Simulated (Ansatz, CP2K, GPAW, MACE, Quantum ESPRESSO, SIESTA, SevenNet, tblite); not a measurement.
## Running random rock-salt alloy of CaS and PbS (64 atoms) with GPAW

Aim: run random rock-salt alloy of CaS and PbS (64 atoms) in GPAW and see how near its forces come to a plane-wave reference, and at what cost.

Program: GPAW 26.7.0. Level of theory: the method is named at each step. Results are calculated unless marked as measured.

**1. Starting point**

The cell holds 64 atoms: 12 Pb, 32 S and 20 Ca. Its edges and angles: a = 11.565 Å, b = 11.565 Å, c = 11.565 Å, α = 90.0°, β = 90.0°, γ = 90.0°. It derives from CaS (rock-salt), repeated 2×2×2. Rock-salt CaS, 2 x 2 x 2 conventional cells, 12 of 32 Ca sites given to Pb at random (x = 0.375), lattice by Vegard's rule (a = 5.782 Å); not relaxed, displaced by a Gaussian of 0.02 Å. Then every atom was moved at random, 0.05 Å r.m.s. a Cartesian component.

The yardstick, on the same geometry:

* method: Kohn-Sham DFT, PBE, PAW, plane waves (Ansatz 0.2.0); cutoff 420 eV, Γ point, fermi-dirac smearing of 0.05 eV; PAW set soft_2
* r.m.s. force component: 0.4182 eV/Å
* longest force: 1.355 eV/Å
* pressure: 2.794 GPa
* gap (highest filled to lowest empty level): 1.828 eV
* SCF cycles: 8
* time: 8.4 s on 8 threads of Arm Neoverse V2, shared host
* CPU time: 62 s

**2. PBE, LCAO dzp, h 0.2 Å**

Method: Kohn-Sham DFT, PBE, PAW, atomic orbitals (dzp).

Input file run.py:

```python
import numpy as np
from ase.io import read
from gpaw import GPAW, FermiDirac

atoms = read("structure.xyz")
atoms.calc = GPAW(
    mode="lcao",
    basis="dzp",
    h=0.2,
    xc="PBE",
    kpts={"size": (1, 1, 1), "gamma": True},
    occupations=FermiDirac(0.05),
    maxiter=200,
    symmetry={"point_group": False},
    txt="gpaw.txt",
)
energy = atoms.get_potential_energy(force_consistent=True)
forces = atoms.get_forces()
print(f"energy {energy:.6f} eV")
print("forces (eV/A)")
for i, (a, f) in enumerate(zip(atoms, forces)):
    print(f"{i:4d} {a.symbol:2s} {f[0]:10.5f} {f[1]:10.5f} {f[2]:10.5f}")
print(f"Fermi level {atoms.calc.get_fermi_level():.4f} eV")
for k in range(len(atoms.calc.get_ibz_k_points())):
    for s in range(atoms.calc.get_number_of_spins()):
        e = atoms.calc.get_eigenvalues(kpt=k, spin=s)
        n = np.searchsorted(e, atoms.calc.get_fermi_level())
        print(f"k {k} spin {s} levels about the Fermi level:", np.round(e[max(n - 6, 0):n], 4).tolist(), "|", np.round(e[n:n + 6], 4).tolist())
```

Input file structure.xyz:

```xyz
64
Lattice="11.56460 0.00000 0.00000 0.00000 11.56460 0.00000 0.00000 0.00000 11.56460" Properties=species:S:1:pos:R:3 pbc="T T T"
Pb 11.51811 11.55419 11.49128
S 2.96539 11.55072 11.50805
Pb 11.53187 2.91555 2.95545
S 2.88999 2.89173 2.90850
Ca 2.81876 11.54806 2.89543
S 0.01596 0.01943 2.85542
Ca 2.91150 2.80858 0.01712
S 0.04822 2.79690 0.02556
Pb 0.11611 11.49822 5.83006
S 2.81274 0.00197 5.78947
Ca 11.50828 2.87369 8.64026
S 2.81482 2.95290 8.55734
Ca 2.91983 11.55315 8.62580
S 0.01688 11.52436 8.70097
Pb 2.87057 2.94932 5.84105
S 0.02729 2.93602 5.77906
Ca 0.08037 5.80635 0.02683
S 2.85125 5.78357 11.49359
Pb 11.53916 8.58371 2.89820
S 2.95348 8.73359 2.95695
Ca 2.89022 5.76935 2.82859
S 0.05759 5.80578 2.92029
Pb 2.97661 8.69831 11.53870
S 0.06418 8.70225 11.52274
Pb 11.51002 5.71846 5.75697
S 2.91208 5.72887 5.86441
Ca 0.02047 8.63957 8.78181
S 2.86143 8.66374 8.72121
Ca 2.93174 5.70308 8.60395
S 11.48642 5.69857 8.60707
Ca 2.83980 8.61412 5.81110
S 11.54159 8.65738 5.74125
Ca 5.77351 0.14745 11.55940
S 8.71867 11.55905 11.55061
Pb 5.68724 2.95822 2.94296
S 8.68513 2.89335 2.82292
Ca 8.63332 11.51117 2.99338
S 5.72806 11.49116 2.87380
Ca 8.65437 2.87103 0.03493
S 5.82671 2.91301 11.56125
Ca 5.78311 0.01110 5.78612
S 8.63425 0.00555 5.75755
Ca 5.80809 2.84223 8.66801
S 8.65969 2.89497 8.69924
Pb 8.66223 11.53488 8.66339
S 5.71268 0.06314 8.68455
Ca 8.74423 2.97650 5.76148
S 5.67914 2.89265 5.76345
Ca 5.80427 5.72714 0.03550
S 8.60418 5.77825 11.54425
Ca 5.78022 8.65957 2.91613
S 8.66212 8.63228 2.82419
Pb 8.72873 5.75628 2.95348
S 5.79479 5.83642 2.84813
Ca 8.62430 8.74411 0.00671
S 5.68828 8.61285 0.03654
[... 4 atom lines left out ...]
Pb 8.60788 5.72320 8.64419
S 5.73766 5.74876 8.66362
Pb 8.72295 8.78331 5.92223
S 5.80763 8.62152 5.89101
```

The run is started by

```
OMP_NUM_THREADS=1 python run.py > output.txt
```

Numbers of over 12 decimals in the logs are rounded to 6 here.

Output:

```text
energy -297.061471 eV
forces (eV/A)
   0 Pb    0.50241   -0.00723    0.58855
   1 S     0.26336    0.72590    0.11653
   2 Pb    0.05182   -0.54222   -0.37323
   3 S    -0.02994    0.03184   -0.78240
   4 Ca    0.07956    0.07747   -0.12729
   5 S    -0.20431    0.06161    0.36425
   6 Ca   -0.16584    0.33408   -0.10188
   7 S    -0.14411    1.02945   -0.51614
   8 Pb   -0.63572    0.05256   -0.46264
   9 S     1.01370   -0.65527   -0.01244
  10 Ca    0.15963   -0.01624    0.25270
  11 S     0.21468   -0.60558    1.25806
  12 Ca   -0.26447    0.01801    0.24962
  13 S     0.36048   -0.04518   -0.46154
  14 Pb    0.03906   -0.21878   -0.53078
  15 S    -1.00061   -0.39899    0.46447
  16 Ca   -0.48171   -0.20458   -0.24389
  17 S     0.20751   -0.70064    0.27045
  18 Pb    0.18125    0.73092   -0.13683
  19 S     0.15735   -0.42461    0.50320
  20 Ca    0.11632    0.15551    0.18817
  21 S     0.46215   -0.25871   -0.79613
  22 Pb   -0.40108   -0.14650    0.23628
  23 S    -0.93963   -0.83939   -0.15089
[...]
56 Ca   -0.29765   -0.42304   -0.10951
  57 S    -1.08408   -0.47201   -0.01054
  58 Ca   -0.68609   -0.13399    0.45875
  59 S     0.48784    0.47943    0.97770
  60 Pb    0.15903   -0.04922    0.50124
  61 S    -0.35491    0.03821   -0.04800
  62 Pb   -0.21125   -0.50498   -0.89595
  63 S    -0.61724    0.40712   -0.35146
Fermi level 6.4754 eV
k 0 spin 0 levels about the Fermi level: [4.9684, 5.0281, 5.0947, 5.462, 5.5256, 5.5528] | [7.3993, 7.4392, 7.4802, 7.5308, 7.5555, 7.5933]
```

gpaw.txt:

```text
Input parameters:
  mode=LCAO(),
  basis={'default': 'dzp'},
  h=0.2,
  kpts=MonkhorstPack(size=(1, 1, 1), gamma=True),
  maxiter=200,
  occupations=Occupations(name='fermi-dirac', width=0.05, fixmagmom=False),
  symmetry=Symmetry(point_group=False),
  xc=XC(name='PBE')
Unit cell  # Å
| periodic |         x |         y |         z |   lengths |    angles |
|----------|-----------|-----------|-----------|-----------|-----------|
|      yes | 11.564600 |  0.000000 |  0.000000 | 11.564600 | 90.000000 |
|      yes |  0.000000 | 11.564600 |  0.000000 | 11.564600 | 90.000000 |
|      yes |  0.000000 |  0.000000 | 11.564600 | 11.564600 | 90.000000 |
Number of symmetries: 1
Symmetry operations  # r_c * U_cc + t_c -> r_c
|   | kind |            matrix            |
|---|------|------------------------------|
| 0 |  E   |  1, 0, 0,  0, 1, 0,  0, 0, 1 |
BZ-sampling:
  Number of BZ points: 1
  Number of IBZ points: 1
  Monkhorst-Pack size: [1, 1, 1]
  Monkhorst-Pack shift: [0, 0, 0]
[... lines left out ...]
eigensolver:
density mixing:
  MSR1-Mixer
occupation numbers:
  Fermi-Dirac:
    width: 0.0500  # eV
FastPoissonSolver using
    Stencil: 6*3+1=19 point O(h^6) finite-difference Laplacian
xc functional:
  name: PBE with 2 nearest neighbor stencil
interpolation: tri-quintic # 5. degree polynomial
Initialization done in: 10.192 s
convergence criteria:
- Maximum [total energy] change in last 3 cyles: 0.0005 eV / valence electron
- Maximum integral of absolute [dens]ity change: 0.0001 electrons / valence electron
- Maximum integral of absolute [eigenst]ate change: 4e-08 eV^2 / valence electron
maximum number of iterations: 200
SCF iterations
|iter     |      energy | eigst |  dens |
|---------|-------------|-------|-------|
|iter:   1| -303.663378 |      c|       |
|iter:   2| -301.787471 |      c| -1.28 |
|iter:   3| -297.125092 |      c| -1.32 |
|iter:   4| -297.261643 |      c| -1.79 |
|iter:   5| -297.063230c|      c| -2.08 |
|iter:   6| -297.065363c|      c| -2.31 |
|iter:   7| -297.061754c|      c| -2.95 |
|iter:   8| -297.061540c|      c| -3.51 |
|iter:   9| -297.061475c|      c| -3.86 |
|iter:  10| -297.061471c|      c| -4.22c|
Converged in 10 steps
SCF loop duration: 166.988 s (16.699 s/step)
Energy contributions relative to reference atoms: (reference = -7524954.781735)
Energy contributions:
  Kinetic:         574.181948
  Coulomb:        -520.793856
  Zero:              0.529191
  External:          0.000000
  Xc:             -350.978754
  Entropy:          -0.000000
  Spinorbit:         0.000000
  ----------------------------
  Free energy:    -297.061471
  Extrapolated:   -297.061471
dipole moment: (-32.614207, 181.534232, 87.706480)  # |e|*Ang
Fermi level: 6.475
Eigenvalues  # (at kpt = [0.000, 0.000, 0.000])
| band index |      eig [eV] | occ [0-2] |
|------------|---------------|-----------|
|          0 |       -35.021 |     2.000 |
|        ... |               |           |
|        272 |         4.788 |     2.000 |
|        273 |         4.868 |     2.000 |
[...]
|        287 |         7.822 |     0.000 |
|        ... |               |           |
|        335 |         9.879 |     0.000 |
Gap: 1.847 eV
Transition (v -> c):
  (s=0, k=0, n=279, [0.00, 0.00, 0.00]) -> (s=0, k=0, n=280, [0.00, 0.00, 0.00])
No difference between direct/indirect transitions
Force computation time: 42.141  # s
timing:  # [seconds]
  Total:  219.347  # ━━━━━━━━━━━━━━━━━━━━━━━━━━━━━━━━━━━━━━━━━━━━━━━━━━━━━━━━
  Init:    10.192  # ━━╸
  SCF:    166.988  # ━━━━━━━━━━━━━━━━━━━━━━━━━━━━━━━━━━━━━━━━━━╸
  Forces:  42.141  # ━━━━━━━━━━━
```

It took 3.7 min on 1 thread of Arm Neoverse V2, shared host; peak memory 1.6 GiB.

Banners, paths, timers and routine set-up lines are dropped from the logs unmarked, and long logs keep their key lines alone; longer cuts are marked.

Against the reference:

| Item | Value |
| --- | --- |
| r.m.s. force component | 0.4462 eV/Å |
| r.m.s. difference of force components | 39.17 meV/Å |
| longest difference of force vectors | 124.2 meV/Å |
| force difference over r.m.s. force | 9.367 % |
| slope of forces against the reference's | 1.065 |
| correlation of force components | 0.998 |
| gap (highest filled to lowest empty level) | 1.847 eV |
| gap difference | 0.0189 eV |

Length of the force difference by element (eV/Å):

```tsv
element	atoms	mean	most
Ca	20	0.037	0.067
Pb	12	0.077	0.12
S	32	0.071	0.12
```

Levels nearest the highest filled one (eV from it): -0.58, -0.52, -0.46, -0.09, -0.03, 0.00, 1.85, 1.89, 1.93, 1.98, 2.00, 2.04.

Local excerpt of 9 atoms (numbers count through the whole input) about Ca41, picked at random; x, y, z are measured from there.

```tsv
atom	x	y	z	distance (Å)	bonds	Fx	Fy	Fz (eV/Å)
Ca41	0.00	0.00	0.00	0.00	6	-0.15	-0.04	-0.17
S42	2.85	-0.01	-0.03	2.85	6	-0.36	0.90	-0.15
S48	-0.10	2.88	-0.02	2.88	6	1.16	0.08	0.73
S46	-0.07	0.05	2.90	2.90	6	-0.09	-0.37	-0.08
S38	-0.06	-0.08	-2.91	2.91	6	0.19	-0.08	0.15
S64	0.02	-2.95	0.10	2.96	6	-0.62	0.41	-0.35
S10	-2.97	-0.01	0.00	2.97	6	1.01	-0.66	-0.01
Ca37	2.85	-0.06	-2.79	3.99	6	0.28	0.17	-0.55
Ca13	-2.86	-0.02	2.84	4.03	6	-0.26	0.02	0.25
```

Atoms are counted from 1 here, from 0 in the log.

Forces lie 9.4 % from the reference's, at 3.6 times its CPU time (on 1 against 8 cores).

**3. PBE, plane waves 450 eV**

Method: Kohn-Sham DFT, PBE, PAW, plane waves.

run.py: that of step 2 with these lines changed.

```diff
@@ -2,3 +2,4 @@
 from ase.io import read
-from gpaw import GPAW, FermiDirac
+from gpaw import GPAW, FermiDirac, PW
+from ase.parallel import parprint as print
 
@@ -6,5 +7,3 @@
 atoms.calc = GPAW(
-    mode="lcao",
-    basis="dzp",
-    h=0.2,
+    mode=PW(450),
     xc="PBE",
@@ -14,2 +13,3 @@
     symmetry={"point_group": False},
+    nbands=332,
     txt="gpaw.txt",
@@ -22,2 +22,6 @@
     print(f"{i:4d} {a.symbol:2s} {f[0]:10.5f} {f[1]:10.5f} {f[2]:10.5f}")
+stress = -atoms.get_stress(voigt=False) * 160.21766
+print("stress (GPa, compression positive)")
+for row in stress:
+    print(" ".join(f"{x:10.4f}" for x in row))
 print(f"Fermi level {atoms.calc.get_fermi_level():.4f} eV")
```

structure.xyz is that of step 2.

The run is started by

```
OMP_NUM_THREADS=1 mpirun -np 2 gpaw python run.py > output.txt
```

Output:

```text
energy -311.111666 eV
forces (eV/A)
   0 Pb    0.43095    0.00033    0.52374
   1 S     0.22314    0.71759    0.08342
   2 Pb    0.02490   -0.52302   -0.33406
   3 S     0.01360    0.04098   -0.73238
   4 Ca    0.06472    0.06485   -0.12181
   5 S    -0.22794    0.07820    0.41807
   6 Ca   -0.16767    0.30777   -0.09707
   7 S    -0.16168    0.91032   -0.45773
   8 Pb   -0.51459    0.00687   -0.42904
   9 S     0.90405   -0.62364    0.02643
  10 Ca    0.14785   -0.00263    0.24794
  11 S     0.22249   -0.53844    1.19775
  12 Ca   -0.25274    0.01906    0.23901
  13 S     0.27370   -0.00769   -0.41874
  14 Pb    0.03680   -0.15796   -0.45293
  15 S    -0.93339   -0.37793    0.41461
  16 Ca   -0.43840   -0.19434   -0.23698
  17 S     0.22665   -0.66834    0.27317
  18 Pb    0.15004    0.63923   -0.11566
  19 S     0.09887   -0.44336    0.44827
  20 Ca    0.11006    0.14465    0.16496
  21 S     0.42295   -0.20985   -0.69431
  22 Pb   -0.33132   -0.12278    0.17788
  23 S    -0.94997   -0.76039   -0.16504
[...]
56 Ca   -0.28228   -0.39025   -0.09918
  57 S    -0.95962   -0.50853   -0.01753
  58 Ca   -0.63984   -0.13866    0.43468
  59 S     0.51060    0.46905    0.91648
  60 Pb    0.15433   -0.05967    0.48020
  61 S    -0.27451    0.01629   -0.01844
  62 Pb   -0.18599   -0.44470   -0.77157
  63 S    -0.55099    0.38411   -0.36771
stress (GPa, compression positive)
    1.8801    -0.0361    -0.0258
   -0.0361     3.0144     0.0032
   -0.0258     0.0032     2.4477
Fermi level 6.4306 eV
k 0 spin 0 levels about the Fermi level: [4.9552, 5.0126, 5.0789, 5.45, 5.5113, 5.5382] | [7.3236, 7.3606, 7.4086, 7.4691, 7.4829, 7.5313]
```

gpaw.txt:

```text
Input parameters:
  mode=PW(ecut=450.000000),
  kpts=MonkhorstPack(size=(1, 1, 1), gamma=True),
  maxiter=200,
  nbands=332,
  occupations=Occupations(name='fermi-dirac', width=0.05, fixmagmom=False),
  symmetry=Symmetry(point_group=False),
  xc=XC(name='PBE')
Diagonalizing LCAO Hamiltonian
Converting LCAO to pw mode
        .------S-------------S------Pb
[... lines left out ...]
  Converge bands: occupied
[... lines left out ...]
  Fermi-Dirac:
[... lines left out ...]
convergence criteria:
- Maximum [total energy] change in last 3 cyles: 0.0005 eV / valence electron
[... lines left out ...]
Converged in 15 steps
[... lines left out ...]
  ----------------------------
  Free energy:    -311.111666
  Extrapolated:   -311.111666
dipole moment: (-33.075550, 181.175925, 87.176709)  # |e|*Ang
Fermi level: 6.431
Eigenvalues  # (at kpt = [0.000, 0.000, 0.000])
| band index |      eig [eV] | occ [0-2] |
|------------|---------------|-----------|
|          0 |       -35.030 |     2.000 |
|        ... |               |           |
|        272 |         4.776 |     2.000 |
|        273 |         4.856 |     2.000 |
[...]
|        ... |               |           |
[...]
Gap: 1.785 eV
Transition (v -> c):
  (s=0, k=0, n=279, [0.00, 0.00, 0.00]) -> (s=0, k=0, n=280, [0.00, 0.00, 0.00])
No difference between direct/indirect transitions
Force computation time: 3.295  # s
Stress tensor  # eV/Ang^3
|         x |         y |         z |
|-----------|-----------|-----------|
[...]
|  0.000225 | -0.018814 | -0.000020 |
|  0.000161 | -0.000020 | -0.015278 |
Stress computation time: 17.365  # s
```

Wall time 2.5 min (2 MPI ranks); peak memory 1.4 GiB.

Compared with the plane-wave run:

| Property | Result |
| --- | --- |
| r.m.s. force component | 0.4098 eV/Å |
| r.m.s. difference of force components | 12.96 meV/Å |
| longest difference of force vectors | 41.84 meV/Å |
| force difference over r.m.s. force | 3.098 % |
| slope of forces against the reference's | 0.9797 |
| correlation of force components | 0.9997 |
| gap (highest filled to lowest empty level) | 1.785 eV |
| gap difference | -0.0422 eV |
| pressure | 2.447 GPa |
| pressure difference | -0.3464 GPa |

Against the first run (9.4 %), the force difference from the reference is 3.1 %, at 1.3 times the CPU time (on 2 against 1 cores) (15 SCF steps against 10).

The run ends at a pressure of 2.45 GPa, with forces up to 1.3 eV/Å.

**4. PBE, LCAO sz(dzp), h 0.2 Å**

Method: Kohn-Sham DFT, PBE, PAW, atomic orbitals (sz(dzp)).

run.py: that of step 3 with these lines changed.

```diff
@@ -2,4 +2,3 @@
 from ase.io import read
-from gpaw import GPAW, FermiDirac, PW
-from ase.parallel import parprint as print
+from gpaw import GPAW, FermiDirac
 
@@ -7,3 +6,5 @@
 atoms.calc = GPAW(
-    mode=PW(450),
+    mode="lcao",
+    basis="sz(dzp)",
+    h=0.2,
     xc="PBE",
@@ -13,3 +14,2 @@
     symmetry={"point_group": False},
-    nbands=332,
     txt="gpaw.txt",
@@ -22,6 +22,2 @@
     print(f"{i:4d} {a.symbol:2s} {f[0]:10.5f} {f[1]:10.5f} {f[2]:10.5f}")
-stress = -atoms.get_stress(voigt=False) * 160.21766
-print("stress (GPa, compression positive)")
-for row in stress:
-    print(" ".join(f"{x:10.4f}" for x in row))
 print(f"Fermi level {atoms.calc.get_fermi_level():.4f} eV")
```

structure.xyz is that of step 3.

The run is started by

```
OMP_NUM_THREADS=1 python run.py > output.txt
```

Output:

```text
energy -282.270714 eV
forces (eV/A)
   0 Pb    0.64142   -0.05014    0.74503
   1 S     0.35286    0.92812    0.12776
   2 Pb    0.11895   -0.64211   -0.49047
   3 S    -0.09995    0.03323   -0.98589
   4 Ca    0.04990    0.09537   -0.13609
   5 S    -0.19003    0.04930    0.40836
   6 Ca   -0.20382    0.36832   -0.11943
   7 S    -0.15418    1.27463   -0.64289
   8 Pb   -0.87133    0.14830   -0.51854
   9 S     1.33381   -0.79338   -0.02033
  10 Ca    0.16921   -0.03680    0.27049
  11 S     0.22348   -0.64461    1.58492
[...]
59 S     0.50469    0.52397    1.29474
  60 Pb    0.15850    0.00392    0.61835
  61 S    -0.51549    0.03959   -0.07030
  62 Pb   -0.26059   -0.67790   -1.14855
  63 S    -0.75656    0.41950   -0.37315
Fermi level 6.8350 eV
k 0 spin 0 levels about the Fermi level: [5.1871, 5.2523, 5.3142, 5.6792, 5.757, 5.7917] | [7.881, 7.9148, 7.9737, 8.0494, 8.2161, 8.2551]
```

gpaw.txt:

```text
Input parameters:
  mode=LCAO(),
  basis={'default': 'sz(dzp)'},
  h=0.2,
  kpts=MonkhorstPack(size=(1, 1, 1), gamma=True),
  maxiter=200,
  occupations=Occupations(name='fermi-dirac', width=0.05, fixmagmom=False),
  symmetry=Symmetry(point_group=False),
  xc=XC(name='PBE')
[... lines left out ...]
  Fermi-Dirac:
[... lines left out ...]
convergence criteria:
- Maximum [total energy] change in last 3 cyles: 0.0005 eV / valence electron
[... lines left out ...]
Converged in 9 steps
[... lines left out ...]
  Free energy:    -282.270714
[... lines left out ...]
Fermi level: 6.835
[... lines left out ...]
|          0 |       -35.068 |     2.000 |
|        ... |               |           |
|        272 |         4.991 |     2.000 |
|        273 |         5.065 |     2.000 |
[...]
|        287 |         8.403 |     0.000 |
|        ... |               |           |
|        335 |        10.267 |     0.000 |
Gap: 2.089 eV
Transition (v -> c):
  (s=0, k=0, n=279, [0.00, 0.00, 0.00]) -> (s=0, k=0, n=280, [0.00, 0.00, 0.00])
No difference between direct/indirect transitions
Force computation time: 13.593  # s
timing:  # [seconds]
  Total:  75.400  # ━━━━━━━━━━━━━━━━━━━━━━━━━━━━━━━━━━━━━━━━━━━━━━━━━━━━━━━━━
  Init:    7.143  # ━━━━━╸
  SCF:    54.640  # ━━━━━━━━━━━━━━━━━━━━━━━━━━━━━━━━━━━━━━━━━╸
  Forces: 13.593  # ━━━━━━━━━━╸
```

Wall time 77 s (1 thread); peak memory 1.3 GiB.

Numbers from this run, and their distance from the reference:

| Quantity | Value |
| --- | --- |
| r.m.s. force component | 0.5538 eV/Å |
| r.m.s. difference of force components | 146.4 meV/Å |
| longest difference of force vectors | 455.9 meV/Å |
| force difference over r.m.s. force | 35 % |
| slope of forces against the reference's | 1.316 |
| correlation of force components | 0.9935 |
| gap (highest filled to lowest empty level) | 2.089 eV |
| gap difference | 0.2617 eV |

This is a coarse setting, run to see what it loses.

Against the first run (9.4 %), the force difference from the reference is 35 %, at 0.35 times the CPU time, with 496 basis functions against 1272: the smaller basis costs accuracy.

(Part 1 of 2 ends here.)

[Also dropped from logs without a mark: logging warnings of Python, and SIESTA's first energy breakdown and zero terms.]

[Logs are printed without paths, hosts, clocks, repeated set-up lines and the standing remarks that a program may print on its own settings, such as how far it seeks lower states.]

[Hosts, paths, dates, database ids (printed as entryN), source tags and the programs' standing remarks are cut or masked in the printed files.]
